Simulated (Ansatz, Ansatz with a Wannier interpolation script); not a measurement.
Rows from a G0W0 calculation on Sb (buckled honeycomb monolayer) (Ansatz 0.2.0; G0W0 on LDA, plane waves, PAW; 6×6×1 mesh, 600 empty bands, screening to 80 eV), in eV. Spin-orbit coupling is left out.

```
row                      k  band   start       Σx  Σc at the solution      Vxc
  A                      Γ    c1  -3.290   -9.069              -3.527  -13.283
  B                      Γ    v1  -4.953  -15.068               0.406  -14.403
  C  (0.000, 0.333, 0.000)    c2  -1.939   -6.808              -3.759  -11.040
  D                      Γ    c2  -2.095   -9.175              -3.804  -13.572
  E  (0.000, 0.333, 0.000)    c1  -3.816   -7.650              -3.033  -11.152
  F  (0.000, 0.333, 0.000)    v1  -5.912  -13.967               0.913  -12.674
```

Q: Work out each quasiparticle level and how far it moved.

The quasiparticle equation reads E = start + Σx + Σc(E) − Vxc.

```
row  E (eV)  shift (eV)
  A  -2.604      +0.686
  B  -5.212      −0.259
  C  -1.466      +0.473
  D  -1.503      +0.592
  E  -3.347      +0.469
  F  -6.293      −0.381
```

Limits: not at the basis limit; no spin-orbit coupling.

[Paths, hosts, dates, memory and timing lines, banners, echoed tables and standing remarks are left out of the program output.]

[Logs are printed without paths, hosts, clocks, repeated set-up lines and the standing remarks that a program may print on its own settings, such as how far it seeks lower states.]

[Runs of the session that timed out or met a known fault of the program may be left out.]

[Hosts, paths, dates, database ids (printed as entryN), source tags and the programs' standing remarks are cut or masked in the printed files.]
